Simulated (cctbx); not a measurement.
# Mg14CuGe with cctbx, script by script

Library: cctbx 2025.11. The data are simulated by the first script.

## 1. Simulate the data

run.py:

```python
from cctbx import adptbx, crystal, miller, sgtbx, xray
from cctbx.array_family import flex
from iotbx.shelx import hklf
from scitbx import matrix
import scitbx.random

cs = crystal.symmetry(unit_cell=(6.204, 6.204, 10.242, 90, 90, 120), space_group_symbol='Hall: P -6 2')  # P-6m2
atoms = [  # label, site, U (iso, or U11 U22 U33 U12 U13 U23 in A^2), occupancy
    ("Ge1", (0, 0, 0), (0.0105, 0.0105, 0.0090, 0.0053, -0.0000, -0.0000), 1),
    ("Cu1", (0, 0, 0.5), (0.0149, 0.0149, 0.0106, 0.0075, 0.0000, 0.0000), 1),
    ("Mg1", (2/3, 1/3, 0.7476), (0.0149, 0.0149, 0.0085, 0.0075, 0.0000, 0.0000), 1),
    ("Mg2", (0.6688, 0.8344, 0.7577), (0.0124, 0.0102, 0.0154, 0.0062, 0.0010, 0.0005), 1),
    ("Mg3", (0.4957, 0.5043, 0.5), (0.0121, 0.0121, 0.0122, 0.0041, 0.0000, 0.0000), 1),
    ("Mg4", (0.4923, 0.5077, 0), (0.0111, 0.0111, 0.0465, 0.0053, 0.0000, 0.0000), 1),
]
xs = xray.structure(crystal_symmetry=cs)
for label, site, u, occ in atoms:
    u = adptbx.u_cif_as_u_star(cs.unit_cell(), u) if isinstance(u, tuple) else u
    xs.add_scatterer(xray.scatterer(label, site=site, u=u, occupancy=occ))
xs.set_inelastic_form_factors(0.6889, "sasaki")
xs.show_summary()
p1 = xs.expand_to_p1()
ms = miller.build_set(p1, anomalous_flag=True, d_min=0.7)
flex.set_random_seed(536694)
scitbx.random.set_random_seed(536694)
ms = ms.select(flex.random_double(ms.size()) < 0.8)
i = ms.structure_factors_from_scatterers(p1, algorithm="direct").f_calc().as_intensity_array().data()
i = i / flex.sqrt(1 + 0.1 * i / flex.max(i))  # extinction
i = i * 20000 / flex.max(i)
sig = flex.sqrt(i + flex.pow2(0.06 * i) + 15 ** 2)
noise = scitbx.random.variate(scitbx.random.normal_distribution())(i.size())
data = ms.array(data=i + sig * noise, sigmas=sig).set_observation_type_xray_intensity()
with open("data.hkl", "w") as f:
    data.export_as_shelx_hklf(f)
print("reflections written:", data.size(), " <I/sigma> = %.1f" % flex.mean(data.data() / data.sigmas()))
for h, a, b in list(data.sort("data"))[:12]:
    print("%4d%4d%4d %9.1f %7.1f" % (h + (a, b)))
```

```console
$ python run.py
```

```text
Number of scatterers: 6
At special positions: 6
Unit cell: (6.204, 6.204, 10.242, 90, 90, 120)
Space group: P -6 m 2 (No. 187)
reflections written: 3351  <I/sigma> = 5.4
   0   0  -4   19745.7  1208.4
   0   0   4   19342.5  1208.4
   0   2  -2   15852.0   915.1
   2  -2  -2   15815.8   915.1
  -2   0   2   15723.8   915.1
   0   2   2   15533.3   915.1
   2   0   2   15218.7   889.0
  -2   2  -2   15124.4   889.0
   2   0  -2   14276.7   889.0
   2  -2   2   14192.0   915.1
   0  -2   2   13847.8   889.0
   2   2   0   13594.9   747.8
```

Run time: 0.44 s on 1 thread of Arm Neoverse N1, on a shared host, peak memory 0.07 GiB.

## 2. Refinement (right model, isotropic)

run.py:

```python
import math
from cctbx import adptbx, crystal, maptbx, sgtbx, xray
from cctbx.array_family import flex
from cctbx.xray import observations
from iotbx.shelx import hklf
from scitbx.lstbx import normal_eqns_solving
from smtbx import absolute_structure, utils
from smtbx.refinement import constraints, least_squares

cs = crystal.symmetry(unit_cell=(6.204, 6.204, 10.242, 90, 90, 120), space_group_symbol='Hall: P -6 2')  # P-6m2
atoms = [  # label, site, U (iso, or U11 U22 U33 U12 U13 U23 in A^2), occupancy
    ("Ge1", (0, 0, 0), 0.0200, 1),
    ("Cu1", (0, 0, 0.5), 0.0200, 1),
    ("Mg1", (2/3, 1/3, 0.7467), 0.0200, 1),
    ("Mg2", (0.6566, 0.8283, 0.7604), 0.0200, 1),
    ("Mg3", (0.4914, 0.5086, 0.5), 0.0200, 1),
    ("Mg4", (0.4944, 0.5056, 0), 0.0200, 1),
]
xs = xray.structure(crystal_symmetry=cs)
for label, site, u, occ in atoms:
    u = adptbx.u_cif_as_u_star(cs.unit_cell(), u) if isinstance(u, tuple) else u
    xs.add_scatterer(xray.scatterer(label, site=site, u=u, occupancy=occ))
xs.set_inelastic_form_factors(0.6889, "sasaki")
raw = hklf.reader(file_name="data.hkl").as_miller_arrays(crystal_symmetry=cs, anomalous=True)[0]
merged = raw.eliminate_sys_absent().merge_equivalents()
fo2 = merged.array().set_observation_type_xray_intensity()
print("Rint %.3f, %d unique reflections to %.2f A" % (merged.r_int(), fo2.size(), fo2.d_min()))
for sc in xs.scatterers():
    sc.flags.set_grad_site(True)
    sc.flags.set_grad_u_aniso(sc.flags.use_u_aniso())
    sc.flags.set_grad_u_iso(sc.flags.use_u_iso())
obs = fo2.as_xray_observations()
extra = {}
rep = constraints.reparametrisation(xs, [], utils.connectivity_table(xs), **extra)
ls = least_squares.crystallographic_ls(obs, rep, weighting_scheme=least_squares.mainstream_shelx_weighting(a=0, b=0))
print("cycle     R1     wR2    GooF  max shift (A)")
for cycle in range(8):
    ls.build_up()
    r1, wr2, goof = ls.r1_factor(cutoff_factor=2)[0], ls.wR2(), ls.goof()
    old = xs.sites_cart()
    normal_eqns_solving.levenberg_marquardt_iterations(ls, n_max_iterations=3, tau=1e-06, step_threshold=1e-7)
    big = flex.max((xs.sites_cart() - old).norms())
    print("%4d %7.4f %7.4f %7.3f %9.5f" % (cycle + 1, r1, wr2, goof, big))
    ls.build_up(objective_only=True)
    if abs(ls.wR2() - wr2) < 5e-5 and big < 5e-4:
        break
ls.build_up()
print("final R1 %.4f wR2 %.4f GooF %.3f  parameters %d  data/parameter %.1f" % (ls.r1_factor(cutoff_factor=2)[0], ls.wR2(), ls.goof(), ls.n_parameters, fo2.size() / ls.n_parameters))
cov = ls.covariance_matrix_and_annotations()
su = dict(zip(cov.annotations, (math.sqrt(max(v, 0)) for v in cov.matrix.matrix_packed_u_diagonal())))
a2 = cs.unit_cell().reciprocal_parameters()[0] ** -2
print("atom        x        y        z      Ueq    occ   su(xyz)  su(Uiso or U11)")
for sc in xs.scatterers():
    s = max(su.get(sc.label + k, 0) for k in (".x", ".y", ".z"))
    npd = "" if sc.is_positive_definite_u(cs.unit_cell()) else "  NPD"
    print("%-5s %8.5f %8.5f %8.5f %8.4f %6.3f %8.5f %7.4f%s" % ((sc.label,) + sc.site + (sc.u_iso_or_equiv(cs.unit_cell()), sc.occupancy, s, su.get(sc.label + ".uiso", su.get(sc.label + ".u11", 0) * a2), npd)))
fo = fo2.f_sq_as_f()
fc = fo.structure_factors_from_scatterers(xs, algorithm="direct").f_calc()
diff = fo.f_obs_minus_f_calc(1 / math.sqrt(ls.scale_factor()), fc).average_bijvoet_mates()
m = diff.fft_map(symmetry_flags=maptbx.use_space_group_symmetry, resolution_factor=0.25).apply_volume_scaling()
print("difference map: max %.2f min %.2f rms %.2f" % (m.statistics().max(), m.statistics().min(), m.statistics().sigma()))
peaks = m.peak_search(parameters=maptbx.peak_search_parameters(min_distance_sym_equiv=0.6, max_clusters=6)).all()
near = xs.closest_distances(peaks.sites(), distance_cutoff=4)
sps = cs.special_position_settings(min_distance_sym_equiv=0.5)
for k, (x, h) in enumerate(zip(peaks.sites(), peaks.heights())):
    ss = sps.site_symmetry(x)
    print("Q%-3d %7.4f %7.4f %7.4f %4d %7.2f  %.2f A from %s" % ((k + 1,) + tuple(t % 1 for t in ss.exact_site()) + (ss.multiplicity(), h, near.smallest_distances[k], xs.scatterers()[near.i_seqs[k]].label)))
```

```console
$ python run.py
```

```text
Rint 0.067, 465 unique reflections to 0.70 A
cycle     R1     wR2    GooF  max shift (A)
   1  0.1296  0.2970   5.611   0.09121
   2  0.0438  0.0958   1.810   0.00000
final R1 0.0438 wR2 0.0958 GooF 1.810  parameters 11  data/parameter 42.3
atom        x        y        z      Ueq    occ   su(xyz)  su(Uiso or U11)
Ge1    0.00000  0.00000  0.00000   0.0102  1.000  0.00000  0.0004
Cu1    0.00000  0.00000  0.50000   0.0117  1.000  0.00000  0.0005
Mg1    0.66667  0.33333  0.74683   0.0118  1.000  0.00052  0.0005
Mg2    0.66889  0.83444  0.75816   0.0122  1.000  0.00028  0.0004
Mg3    0.49989  0.50011  0.50000   0.0134  1.000  0.00094  0.0007
Mg4    0.49940  0.50060  0.00000   0.0275  1.000  0.00124  0.0010
difference map: max 1.61 min -1.48 rms 0.19
Q1    0.0045  0.5022  0.0367    6    1.64  0.38 A from Mg4
Q2    0.3333  0.6667  0.0000    1    1.49  1.78 A from Mg4
Q3    0.0000  0.0000  0.4095    2    1.14  0.93 A from Cu1
Q4    0.9979  0.4990  0.4473    6    0.93  0.54 A from Mg3
Q5    0.6667  0.3333  0.0312    2    0.90  1.83 A from Mg4
Q6    0.3333  0.6667  0.3551    2    0.82  2.14 A from Mg2
```

Time: 0.85 s.

## 3. Refinement (right model, anisotropic)

run.py, as its changes from the last script of this kind:

```diff
@@ -12,6 +12,6 @@
-    ("Ge1", (0, 0, 0), 0.0200, 1),
-    ("Cu1", (0, 0, 0.5), 0.0200, 1),
-    ("Mg1", (2/3, 1/3, 0.7467), 0.0200, 1),
-    ("Mg2", (0.6566, 0.8283, 0.7604), 0.0200, 1),
-    ("Mg3", (0.4914, 0.5086, 0.5), 0.0200, 1),
-    ("Mg4", (0.4944, 0.5056, 0), 0.0200, 1),
+    ("Ge1", (0, 0, 0), 0.0102, 1),
+    ("Cu1", (0, 0, 0.5), 0.0117, 1),
+    ("Mg1", (2/3, 1/3, 0.74683), 0.0118, 1),
+    ("Mg2", (0.66889, 0.83444, 0.75816), 0.0122, 1),
+    ("Mg3", (0.49989, 0.50011, 0.5), 0.0134, 1),
+    ("Mg4", (0.4994, 0.5006, 0), 0.0275, 1),
@@ -23,0 +24 @@
+xs.convert_to_anisotropic()
@@ -56,0 +58,4 @@
+fc = fo2.structure_factors_from_scatterers(xs, algorithm="direct").f_calc()
+absolute_structure.flack_analysis(xs, fo2.as_xray_observations()).show()
+h = absolute_structure.hooft_analysis(fo2, fc, scale_factor=ls.scale_factor())
+print("Hooft y: %.3f(%.0f)  Bijvoet pairs: %d" % (h.hooft_y, 1000 * h.sigma_y, h.n_bijvoet_pairs))
```

```console
$ python run.py
```

```text
Rint 0.067, 465 unique reflections to 0.70 A
cycle     R1     wR2    GooF  max shift (A)
   1  0.0439  0.0958   1.830   0.07202
   2  0.0254  0.0521   0.995   0.00063
   3  0.0253  0.0521   0.995   0.00003
final R1 0.0253 wR2 0.0521 GooF 0.995  parameters 21  data/parameter 22.1
atom        x        y        z      Ueq    occ   su(xyz)  su(Uiso or U11)
Ge1    0.00000  0.00000  0.00000   0.0097  1.000  0.00000  0.0003
Cu1    0.00000  0.00000  0.50000   0.0132  1.000  0.00000  0.0004
Mg1    0.66667  0.33333  0.74763   0.0124  1.000  0.00058  0.0004
Mg2    0.66881  0.83440  0.75783   0.0123  1.000  0.00020  0.0004
Mg3    0.49534  0.50466  0.50000   0.0133  1.000  0.00055  0.0008
Mg4    0.49267  0.50733  0.00000   0.0224  1.000  0.00063  0.0010
Flack x: 0.01(4)
Hooft y: 0.016(27)  Bijvoet pairs: 202
difference map: max 0.70 min -0.88 rms 0.12
Q1    0.3333  0.6667  0.0000    1    0.70  1.71 A from Mg4
Q2    0.3333  0.6667  0.1802    2    0.63  1.91 A from Mg2
Q3    0.6247  0.2494  0.5000    3    0.56  1.39 A from Mg3
Q4    0.6667  0.3333  0.0358    2    0.52  1.91 A from Mg4
Q5    0.1929  0.3857  0.5000    3    0.50  1.64 A from Mg3
Q6    0.0000  0.0000  0.5000    1    0.47  0.00 A from Cu1
```

Time: 1.1 s.

## 4. Refinement

run.py, as its changes from the last script of this kind:

```diff
@@ -12,2 +12,2 @@
-    ("Ge1", (0, 0, 0), 0.0102, 1),
-    ("Cu1", (0, 0, 0.5), 0.0117, 1),
+    ("Cu1", (0, 0, 0), 0.0102, 1),
+    ("Ge1", (0, 0, 0.5), 0.0117, 1),
@@ -38 +38 @@
-for cycle in range(8):
+for cycle in range(12):
@@ -58,4 +57,0 @@
-fc = fo2.structure_factors_from_scatterers(xs, algorithm="direct").f_calc()
-absolute_structure.flack_analysis(xs, fo2.as_xray_observations()).show()
-h = absolute_structure.hooft_analysis(fo2, fc, scale_factor=ls.scale_factor())
-print("Hooft y: %.3f(%.0f)  Bijvoet pairs: %d" % (h.hooft_y, 1000 * h.sigma_y, h.n_bijvoet_pairs))
```

```console
$ python run.py
```

```text
Rint 0.067, 465 unique reflections to 0.70 A
cycle     R1     wR2    GooF  max shift (A)
   1  0.0655  0.1360   2.598   0.07801
   2  0.0316  0.0650   1.241   0.00247
   3  0.0316  0.0649   1.240   0.00017
final R1 0.0316 wR2 0.0649 GooF 1.240  parameters 21  data/parameter 22.1
atom        x        y        z      Ueq    occ   su(xyz)  su(Uiso or U11)
Cu1    0.00000  0.00000  0.00000   0.0045  1.000  0.00000  0.0004
Ge1    0.00000  0.00000  0.50000   0.0189  1.000  0.00000  0.0005
Mg1    0.66667  0.33333  0.74618   0.0124  1.000  0.00035  0.0005
Mg2    0.66866  0.83433  0.75822   0.0123  1.000  0.00023  0.0005
Mg3    0.49544  0.50456  0.50000   0.0146  1.000  0.00062  0.0010
Mg4    0.49189  0.50811  0.00000   0.0206  1.000  0.00065  0.0012
difference map: max 1.16 min -1.48 rms 0.17
Q1    0.3333  0.6667  0.0000    1    1.16  1.70 A from Mg4
Q2    0.0000  0.0000  0.0419    2    1.12  0.43 A from Cu1
Q3    0.6667  0.3333  0.3337    2    0.95  0.82 A from Mg1
Q4    0.6667  0.3333  0.0361    2    0.76  1.91 A from Mg4
Q5    0.0000  0.0000  0.1211    2    0.73  1.24 A from Cu1
Q6    0.3333  0.6667  0.3530    2    0.71  2.13 A from Mg2
```

Time: 0.68 s.

This run holds a fault made on purpose: elements exchanged: Ge1 is Cu and Cu1 is Ge.

## 5. Refinement

run.py, as its changes from the last script of this kind:

```diff
@@ -12,2 +12,2 @@
-    ("Cu1", (0, 0, 0), 0.0102, 1),
-    ("Ge1", (0, 0, 0.5), 0.0117, 1),
+    ("Ge1", (0, 0, 0), 0.0102, 1),
+    ("Cu1", (0, 0, 0.5), 0.0117, 1),
@@ -17 +16,0 @@
-    ("Mg4", (0.4994, 0.5006, 0), 0.0275, 1),
```

```console
$ python run.py
```

```text
Rint 0.067, 465 unique reflections to 0.70 A
cycle     R1     wR2    GooF  max shift (A)
   1  0.2110  0.4651   8.846   0.06010
   2  0.1579  0.3263   6.205   0.02162
   3  0.1650  0.3222   6.128   0.17225
   4  0.1643  0.3203   6.092   0.14084
   5  0.1619  0.3158   6.006   0.10938
   6  0.1582  0.3145   5.981   0.09787
   7  0.1571  0.3130   5.954   0.03323
   8  0.1524  0.3120   5.934   0.02803
   9  0.1519  0.3119   5.933   0.03046
  10  0.1514  0.3118   5.931   0.01441
  11  0.1512  0.3118   5.930   0.00716
  12  0.1511  0.3118   5.930   0.00355
final R1 0.1511 wR2 0.3118 GooF 5.930  parameters 17  data/parameter 27.4
atom        x        y        z      Ueq    occ   su(xyz)  su(Uiso or U11)
Ge1    0.00000  0.00000  0.00000   0.0063  1.000  0.00000  0.0015
Cu1    0.00000  0.00000  0.50000   0.0131  1.000  0.00000  0.0021
Mg1    0.66667  0.33333  0.74807  -0.0085  1.000  0.00163  0.0017  NPD
Mg2    0.66835  0.83417  0.75363  -0.0073  1.000  0.00079  0.0015  NPD
Mg3    0.49833  0.50167  0.50000   0.0388  1.000  0.01045  0.0053
difference map: max 14.87 min -2.60 rms 1.28
Q1    0.0019  0.5010  0.0000    3   14.88  3.09 A from Mg2
Q2    0.0000  0.0000  0.5000    1   14.43  0.00 A from Cu1
Q3    0.6667  0.3333  0.2414    2   13.19  0.11 A from Mg1
Q4    0.1667  0.3334  0.2395    6   13.14  0.07 A from Mg2
Q5    0.9989  0.4995  0.5000    3    7.27  0.02 A from Mg3
Q6    0.0000  0.0000  0.0000    1    4.22  0.00 A from Ge1
```

Time: 1.2 s.

This run holds a fault made on purpose: atom left out: Mg4.

## 6. Refinement

run.py, as its changes from the last script of this kind:

```diff
@@ -16,0 +17 @@
+    ("Si1", (0.4994, 0.5006, 0), 0.0275, 1),
```

```console
$ python run.py
```

```text
Rint 0.067, 465 unique reflections to 0.70 A
cycle     R1     wR2    GooF  max shift (A)
   1  0.0586  0.1250   2.388   0.07840
   2  0.0278  0.0588   1.124   0.00194
   3  0.0278  0.0588   1.124   0.00007
final R1 0.0278 wR2 0.0588 GooF 1.124  parameters 21  data/parameter 22.1
atom        x        y        z      Ueq    occ   su(xyz)  su(Uiso or U11)
Ge1    0.00000  0.00000  0.00000   0.0097  1.000  0.00000  0.0004
Cu1    0.00000  0.00000  0.50000   0.0134  1.000  0.00000  0.0005
Mg1    0.66667  0.33333  0.74787   0.0124  1.000  0.00064  0.0005
Mg2    0.66872  0.83436  0.75764   0.0123  1.000  0.00022  0.0004
Mg3    0.49530  0.50470  0.50000   0.0129  1.000  0.00061  0.0009
Si1    0.49202  0.50798  0.00000   0.0328  1.000  0.00068  0.0012
difference map: max 1.03 min -0.98 rms 0.14
Q1    0.3333  0.6667  0.0000    1    1.03  1.71 A from Si1
Q2    0.3333  0.6667  0.1668    2    0.71  1.96 A from Mg2
Q3    0.2631  0.6315  0.0841    6    0.60  1.58 A from Si1
Q4    0.1880  0.3761  0.5000    3    0.53  1.66 A from Mg3
Q5    0.6667  0.3333  0.0000    1    0.52  1.88 A from Si1
Q6    0.6667  0.3333  0.1495    2    0.51  1.05 A from Mg1
```

Run time: 0.67 s on 1 thread of Arm Neoverse N1, with other jobs on the host, peak memory 0.09 GiB.

This run holds a fault made on purpose: wrong element: Si1 is Mg.

[Logs are printed without paths, hosts, clocks, repeated set-up lines and the standing remarks that a program may print on its own settings, such as how far it seeks lower states.]
